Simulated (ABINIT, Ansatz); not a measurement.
Entries from a set of simulations; values are calculated unless marked as measured.

```json
{"subject": "Quasiparticle gap of CaC2 (R-3m) in ABINIT", "lattice_ang": [[1.9444, 1.1226, 3.9539], [-1.9444, 1.1226, 3.9539], [-0.0, -2.2452, 3.9539]], "atoms": [["Ca", 0.0, 0.0, 0.0], ["C", 0.5529, 0.5529, 0.5529], ["C", 0.4471, 0.4471, 0.4471]], "method": "RPA screening on PBEsol, plane waves, norm-conserving pseudopotentials (and 2 further levels or steps)", "program": "ABINIT 10.8.3", "settings": "cutoff 37 Ha, PseudoDojo scalar-relativistic 0.4.1 standard, norm-conserving, ngkpt (4, 4, 4), nband 126, ecuteps 6.5 Ha, inclvkb 2, shiftk (0, 0, 0), symchi 1, awtr 1, frequency ppm, 4×4×4 k-mesh", "cost": "5 runs, 9 min in all on 4 MPI ranks of Arm Neoverse N1, shared host", "notes": "The program’s warnings: nkpt*nsppol () is not a multiple of nproc spkpt (). The cell and positions are those that the Materials Project relaxed with its own functionals (PBE, PBE+U or r2SCAN), kept fixed.", "results": {"pbesol_gap": "2.59 eV, indirect", "g0w0_gap_on_the_mesh": "4.65 eV", "gw_settings": "4×4×4 mesh, 126 bands, screening to 176.9 eV, Godby-Needs plasmon pole", "known_limits": "short of the basis limit"}}
```

[Long decimals in the printed logs are rounded to 6 places.]

[Logs are printed without paths, hosts, clocks, repeated set-up lines and the standing remarks that a program may print on its own settings, such as how far it seeks lower states.]

[Paths, hosts, dates, memory and timing lines, banners, echoed tables and standing remarks are left out of the program output; an Ansatz launch command may be rebuilt from the run's recorded settings. Measured values are a selection of at most five: reports struck by readers or far from the other reports are left out. None is set beside runs whose start may be inverted or whose files or cutoffs have a known fault.]

[Runs of the session that timed out or met a known fault of the program may be left out.]

[Hosts, paths, dates, database ids (printed as entryN), source tags and the programs' standing remarks are cut or masked in the printed files.]

[G0W0 gaps are taken among the corrected bands and points alone; a level outside them can change the order at an edge.]

[Where Ansatz stands beside ABINIT at settings called matched, ABINIT's density can come from a denser mesh and the files from another edition; pairs whose starting gaps differed by over 0.03 eV were left out, so agreement reads better than it is.]
